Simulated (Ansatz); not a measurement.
# V2NO2 monolayer: from the cell to its phonons

How does V2NO2 monolayer vibrate, and is this structure a minimum?

Main program and level: Ansatz 0.2.0; DFT PBEsol, scalar-relativistic, plane waves, PAW; PAW set soft_1.

**1. The starting structure**

The cell holds 5 atoms: 1 N, 2 V and 2 O. Its edges and angles: a = 2.900 Å, b = 2.900 Å, c = 20.000 Å, α = 90.0°, β = 90.0°, γ = 120.0°. Vacuum lies along c.

**2. Rough relaxation**

A rough relaxation comes first, because large forces or stress need no tight tolerances yet.

The program solves this slab on a cell height of its own, 32.6 Å, in place of the one typed.

Input file input.yaml:

```yaml
crystal:
  lattice:
    - [2.9, 0.0, 0.0]
    - [-1.45, 2.51147, 0.0]
    - [0.0, 0.0, 20.0]
  atoms:
    - { symbol: "N", position: [0.0, 0.0, 0.5] }
    - { symbol: V, position: [0.333333, 0.666667, 0.56] }
    - { symbol: V, position: [0.666667, 0.333333, 0.44] }
    - { symbol: O, position: [0.666667, 0.333333, 0.61] }
    - { symbol: O, position: [0.333333, 0.666667, 0.39] }
  periodic: [true, true, false]
kpoints:
  mp_grid: { grid: [9, 9, 1] }
hamiltonian:
  xc: pbesol
  pseudopotentials: { kind: paw, azcp: { folder: soft_1 }, xc_functional: pbe }
scf:
  occupations: { method: gaussian, width: 0.1 }
output:
  forces: true
  stress: true
  eigenvalues: true
relax:
  adjacent_minimum: "off"
  f_tol: 0.05
  max_steps: 80
  cell: { stress_2d_tol: 0.02 }
```

Command:

```
$ ansatz run input.yaml --threads 8 --pin off --max-ram 16384MiB --backend cpu --events-out ev --progress --plain --runs-dir out
```

Numbers of over 12 decimals in the logs are rounded to 6 here.

Log:

```text
[...]
cell:  # Å, volume = 232.7461 Å³
    - [2.871224, 0.0, 0]
    - [-1.435612, 2.486553, 0]
    - [0, 0, 32.6]
  atoms:
    - { symbol: N, position: [0, 0, 0.306748] }
    - { symbol: V, position: [0.333333, 0.666667, 0.341864] }
    - { symbol: V, position: [0.666667, 0.333333, 0.271633] }
    - { symbol: O, position: [0.666667, 0.333333, 0.372359] }
    - { symbol: O, position: [0.333333, 0.666667, 0.241138] }
[key lines of the parts left out:]
SCF converged after 6 iterations
Free energy (F): -7274.766450 eV
Fermi energy:    -6.305099 eV
P = ½ c Tr σ = 0.0080 N/m
```

Wall time 8.1 s (8 threads of Arm Neoverse V2, shared host); peak memory 0.72 GiB.

This run has no spin polarisation although its electron count is odd.

Relaxation path:

```tsv
step	energy less that of the first step (eV)	largest force component (eV/Å)	volume (Å³)
1	0.0000	0.6420	237.43
2	-0.0836	0.2744	235.62
3	-0.0997	0.0859	232.95
4	-0.1003	0.0325	232.81
5	-0.1003	0.0010	232.90
6*	-0.0969	0.0012	232.90
7	-0.0970	0.0001	232.75
8*	-0.0969	0.0001	232.75
```

Relaxation steps marked * repeat the geometry before them on a plane-wave basis chosen anew for their cell, so energy and pressure can jump there.

Forces are held to the 12 operations that the run works with; a distortion that breaks them can't arise in this run.

```tsv
cell as run	before	after	change
a (Å)	2.900	2.871	-1.0 %
b (Å)	2.900	2.871	-1.0 %
```

The atoms that moved most (Å, along periodic axes as changes of fractional coordinates times the final cell, across vacuum about the mean position):

```tsv
atom	dx	dy	dz	length
O5	0.000	0.000	0.061	0.061
O4	0.000	0.000	-0.061	0.061
V2	0.000	0.000	-0.055	0.055
V3	0.000	0.000	0.055	0.055
```

Final coordinates:

```
N V O
1.0
     2.87122    0.00000    0.00000
    -1.43561    2.48655    0.00000
     0.00000    0.00000   32.60000
N V O
1 2 2
Direct
  0.00000 0.00000 0.30675
  0.33333 0.66667 0.34186
  0.66667 0.33333 0.27163
  0.66667 0.33333 0.37236
  0.33333 0.66667 0.24114
```

Numbers from this step:

```
gap on the k-mesh : 0 eV
area per atom     : 1.428 Å²
```

The relaxation ends with a largest force component of 1.1e-4 eV/Å.

**3. Bringing the structure to rest**

Harmonic phonons are second derivatives at a point where the forces vanish, and they are wanted at zero stress, so atoms and cell are relaxed first.

Input file input.yaml:

```yaml
crystal:
  lattice:
    - [2.8712239112, 0.0, 0.0]
    - [-1.4356119556, 2.4865528471, 0.0]
    - [0.0, 0.0, 32.6]
  atoms:
    - { symbol: "N", position: [0.0, 0.0, 0.3067484663] }
    - { symbol: V, position: [0.3333333333, 0.6666666667, 0.341864055] }
    - { symbol: V, position: [0.6666666667, 0.3333333333, 0.2716328775] }
    - { symbol: O, position: [0.6666666667, 0.3333333333, 0.3723589725] }
    - { symbol: O, position: [0.3333333333, 0.6666666667, 0.24113796] }
  periodic: [true, true, false]
kpoints:
  mp_grid: { grid: [15, 15, 1] }
hamiltonian:
  xc: pbesol
  pseudopotentials: { kind: paw, azcp: { folder: soft_1 }, xc_functional: pbe }
scf:
  occupations: { method: gaussian, width: 0.1 }
output:
  forces: true
  stress: true
  eigenvalues: true
  write_density: true
  write_potential: true
  elf: true
  volumetric_format: npy
relax:
  adjacent_minimum: "off"
  f_tol: 0.005
  max_steps: 80
  cell: { stress_2d_tol: 0.02 }
```

Log:

```text
[...]
Crystal: 5 atoms, lattice volume = 232.746 Å³
Basis set: ecut = 420 eV, 4573 PW (Γ), exchange–correlation on 40×40×450 points (8 copies of the dense FFT grid, shifted against one another)
Bands: 27, of which v1, the nominal top of the filled ones, is band 22 counted from 1 (21 counted from 0)
Symmetry: 12 space group operations
[...]
k-points: 27 of 225
[...]
SCF iter   1: F=—  HF=-7280.118377 eV  |F-HF|=—  |Δ(HF+E_count)|=         —  Δρ=9.83e-2  dr2=2.41e1  ethr=3.10e-3  ⟨swp⟩=13.1  Hψ=5468  notcnv=0
[...]
SCF iter  12: F=-7274.766373 eV  HF=-7274.766373 eV  |F-HF|=2.20e-10  |Δ(HF+E_count)|=   6.42e-8  Δρ=4.42e-7  dr2=4.24e-10  ethr=1.60e-11  ⟨swp⟩=12.1  Hψ=6772  notcnv=0
SCF 1 converged in 12 iterations: F = -7274.766373 eV  dr2 = 4.24e-10
[...]
relax step   1: F+E_penalty+E_count = -7274.76637254 eV  Δ(F+E_penalty+E_count) = +0.000e0 eV  max|allowed force component| = 1.045e-2 eV/Å  Δτ_max = 0.0000 Å  P = +0.015 N/m  Ω = 232.746 Å³  fix = [c, alpha, beta]  reactions: c +0.000 N/m  (12 SCF iters, dr2 threshold 1.00e-7 eV, accepted)
Crystal: 5 atoms, lattice volume = 232.754 Å³
[...]
SCF iter   3: F=-7274.766369 eV  HF=-7274.766369 eV  |F-HF|=5.68e-8  |Δ(HF+E_count)|=   1.41e-7  Δρ=1.62e-6  dr2=3.88e-9  ethr=1.59e-11  ⟨swp⟩=12.9  Hψ=8045  notcnv=0
SCF 2 converged in 3 iterations: F = -7274.766369 eV  dr2 = 3.88e-9
relax step   2: F+E_penalty+E_count = -7274.76636918 eV  Δ(F+E_penalty+E_count) = +3.359e-6 eV  max|allowed force component| = 6.412e-3 eV/Å  Δτ_max = 0.0002 Å  P = +0.006 N/m  Ω = 232.754 Å³  energy of the carried Pulay correction = -6.516e-6 eV  fix = [c, alpha, beta]  reactions: c +0.000 N/m  (3 SCF iters, dr2 threshold 6.83e-9 eV, accepted)
Crystal: 5 atoms, lattice volume = 232.747 Å³
[...]
SCF iter   4: F=-7274.766376 eV  HF=-7274.766376 eV  |F-HF|=4.14e-8  |Δ(HF+E_count)|=   1.48e-7  Δρ=7.44e-7  dr2=8.58e-10  ethr=5.98e-12  ⟨swp⟩=14.6  Hψ=6991  notcnv=0
SCF 3 converged in 4 iterations: F = -7274.766376 eV  dr2 = 8.58e-10
relax step   3: F+E_penalty+E_count = -7274.76637645 eV  Δ(F+E_penalty+E_count) = -7.273e-6 eV  max|allowed force component| = 2.372e-4 eV/Å  Δτ_max = 0.0003 Å  P = +0.001 N/m  Ω = 232.747 Å³  energy of the carried Pulay correction = -1.137e-6 eV  fix = [c, alpha, beta]  reactions: c +0.000 N/m  (4 SCF iters, dr2 threshold 2.57e-9 eV, accepted)
[...]
SCF iter   7: F=-7274.766376 eV  HF=-7274.766376 eV  |F-HF|=1.01e-10  |Δ(HF+E_count)|=  2.91e-11  Δρ=2.57e-8  dr2=1.09e-12  ethr=1.00e-12  ⟨swp⟩=12.7  Hψ=5951  notcnv=0
SCF 4 converged in 7 iterations: F = -7274.766376 eV  dr2 = 1.09e-12
relax step   4: F+E_penalty+E_count = -7274.76637645 eV  Δ(F+E_penalty+E_count) = -2.383e-10 eV  max|allowed force component| = 2.601e-4 eV/Å  Δτ_max = 0.0000 Å  P = +0.001 N/m  Ω = 232.747 Å³  fix = [c, alpha, beta]  reactions: c +0.000 N/m  stress off target by 1.26e-3 N/m on what of the cell is left free  SCF on the basis re-selected at this cell (its energy is not comparable with the rows above)  (7 SCF iters)
basis re-selected at this cell: Δ(F+E_penalty+E_count) = -2.383e-10 eV, ΔP = -0.000 N/m vs the last step (what re-selecting the basis moved, of the pressure what is left beyond the Pulay correction that the steps carried, after the strain that the cell walked since its last selection, with what the two solves' SCF thresholds leave and, on support functions, any second-order correction that the steps lacked; it is no  [...]
WARN: The output density's exchange-correlation potential varies sharply where the density is thin. Do not read a vacuum level from v_tot or v_xc, or from such a field of the output density. On a cell that repeats whose density bears no net charge and no dipole along the vacuum's axis use v_es (v_loc + v_h of the components); under efield.dipole_correction with no amplitude use v_es + v_field, which holds any externa [...]
SCF converged after 7 iterations
Free energy (F): -7274.766376 eV
[...]
Internal energy: -7274.746711 eV  (E = F + TS)
E sigma→0 (E₀):  -7274.756544 eV
Entropy (-TS):   -0.019665 eV (-3.933 meV/atom)
Fermi energy:    -6.298749 eV
[...]
--- Forces (eV/Å), atoms counted from 1 ---
  atom   1  N      0.00000000     0.00000000     0.00000000
  atom   2  V      0.00000000    -0.00000000     0.00024555
  atom   3  V      0.00000000     0.00000000    -0.00024555
  atom   4  O     -0.00000000    -0.00000000    -0.00026015
  atom   5  O      0.00000000     0.00000000     0.00026015
  max |Σ_I F_I| component: 5.42e-20 eV/Å
--- 2D stress c σ (N/m, compression-positive) ---
        0.001257      -0.000000      -0.000000
       -0.000000       0.001257      -0.000000
       -0.000000      -0.000000       0.000000
  P = ½ c Tr σ = 0.0013 N/m
--- Band table (eV; the first three rows and the last of 27) ---
  k-point 0: bands = [... 18 lower, -8.7800, -8.7800, -7.4503, -7.4503, -6.3820, -6.2052, -6.2052, -4.8658, ... 1 higher]
  k-point 1: bands = [... 18 lower, -9.0449, -8.9742, -7.2821, -7.1824, -6.5063, -6.1880, -6.0064, -4.8890, ... 1 higher]
  k-point 2: bands = [... 18 lower, -9.5061, -8.8170, -7.2580, -6.7717, -6.3671, -6.0574, -5.7743, -4.9413, ... 1 higher]
  k-point 26: bands = [... 18 lower, -10.3877, -10.3877, -6.4541, -6.3076, -6.3076, -5.1794, -5.1794, -5.0435, ... 1 higher]
--- Relaxed structure (3 steps of the walk, 3 accepted, 1 SCFs on fresh bases) ---
[...]
cell:  # Å, volume = 232.7474 Å³
    - [2.871232, 0, 0]
    - [-1.435616, 2.486560, 0]
    - [0, 0, 32.6]
  atoms:
    - { symbol: N, position: [0, 0, 0.30674846626] }
    - { symbol: V, position: [0.333333, 0.666667, 0.341850] }
    - { symbol: V, position: [0.666667, 0.333333, 0.271646] }
    - { symbol: O, position: [0.666667, 0.333333, 0.372362] }
    - { symbol: O, position: [0.333333, 0.666667, 0.241135] }
```

Run time: 8.4 s. Hardware: 8 threads; peak memory 0.82 GiB.

Little changed from the start: no atom moved by 0.005 Å and no cell edge by 0.1 %.

Electrostatic potential energy in the ac plane at fractional y = 0.333, with atoms of V and O within 0.2 Å of it. With pseudopotentials it is smooth inside the atoms' cores, unlike the true potential.

Values in eV, 24 rows by 15 columns, each cell a mean:
```
  0   0   0   0   0   0   0   0   0   0   0   0   0   0   0
  0   0   0   0   0   0   0   0   0   0   0   0   0   0   0
  0   0   0   0   0   0   0   0   0   0   0   0   0   0   0
  0   0   0   0   0   0   0   0   0   0   0   0   0   0   0
  0   0   0   0   0   0   0   0   0   0   0   0   0   0   0
  0   0   0   0   0   0   0   0   0   0   0   0   0   0   0
  0   0   0   0   0   0   0   0   0   0   0   0   0   0   0
  0   0   0   0   0   0   0   0   0   0   0   0   0   0   0
  0   0   0   0   0   0   0   0   0   0   0   0   0   0   0
  0   0   0   0   0   0   0   0   0   0   0   0   0   0   0
  0   0   0   0   0   0   0   0   0   0   0   0   0   0   0
  0   0   0   0   0   0   0   0   0   0   0   0   0   0   0
  0   0   0   0   0   0   0   0   0   0   0   0   0   0   0
  0   0   0   0   0   0   0   0   0   0   0   0   0   0   0
 -2  -2  -2  -2  -2  -2  -3 -11 -16 -19 -19 -19 -16 -11  -3
-14 -19 -22 -22 -19 -14 -11 -16 -20 -22 -22 -22 -20 -16 -12
-10 -11 -12 -12 -11 -11 -11 -13 -14 -16 -16 -16 -14 -13 -11
-15 -10  -8  -8 -10 -15 -28 -35 -37 -37 -37 -37 -37 -35 -28
 -3  -3  -3  -3  -3  -3  -4  -4  -6  -7  -7  -7  -6  -4  -4
  0   0   0   0   0   0   0   0   0   0   0   0   0   0   0
  0   0   0   0   0   0   0   0   0   0   0   0   0   0   0
  0   0   0   0   0   0   0   0   0   0   0   0   0   0   0
  0   0   0   0   0   0   0   0   0   0   0   0   0   0   0
  0   0   0   0   0   0   0   0   0   0   0   0   0   0   0
```
Columns run along a (2.9 Å; values clipped at the 3rd and 97th percentile), rows up along c (32.6 Å). Atoms in or near the plane, at fractional coordinates: V at (0.67, 0.27), O at (0.67, 0.37).

ELF in the ac plane at fractional y = 0.333, with atoms of V and O within 0.2 Å of it. It is the smooth field of the valence electrons, not physical close to the nuclei.

Ten even steps from '0' (0.00) to '9' (0.72), each cell a mean:
```
000000000000000
000000000000000
000000000000000
000000000000000
000000000000000
000000000000000
000000000000000
000000000000000
000000000000000
000000000000000
000000000000000
000000000000000
000000000000000
000000001111100
410014799999997
222222467767764
567765322222223
234432368999863
577775310000013
000000000000000
000000000000000
000000000000000
000000000000000
000000000000000
```
Columns run along a (2.9 Å), rows up along c (32.6 Å). Atoms in or near the plane, at fractional coordinates: V at (0.67, 0.27), O at (0.67, 0.37).

Valence density in the ac plane at fractional y = 0.333, with atoms of V and O within 0.2 Å of it. It is the smooth field of the valence electrons, not physical close to the nuclei.

Ten steps, logarithmic in the rise over the least value, from '_' (0.00 × 1e0 e/Å³) to '@' (9.92 × 1e0 e/Å³), each cell a mean:
```
______________________________
______________________________
______________________________
______________________________
______________________________
______________________________
______________________________
______________________________
______________________________
______________________________
______________________________
______________________________
______________________________
______________________________
::........::--==**######**==--
------------====****##****====
--========--------======------
------------==**%%@@@@@@%%**==
::::----::::::..............::
______________________________
______________________________
______________________________
______________________________
______________________________
```
Columns run along a (2.9 Å), rows up along c (32.6 Å). Atoms in or near the plane, at fractional coordinates: V at (0.67, 0.27), O at (0.67, 0.37).

(Part 1 of 3 ends here.)

[Logs are printed without paths, hosts, clocks, repeated set-up lines and the standing remarks that a program may print on its own settings, such as how far it seeks lower states.]

[Hosts, paths, dates, database ids (printed as entryN), source tags and the programs' standing remarks are cut or masked in the printed files.]
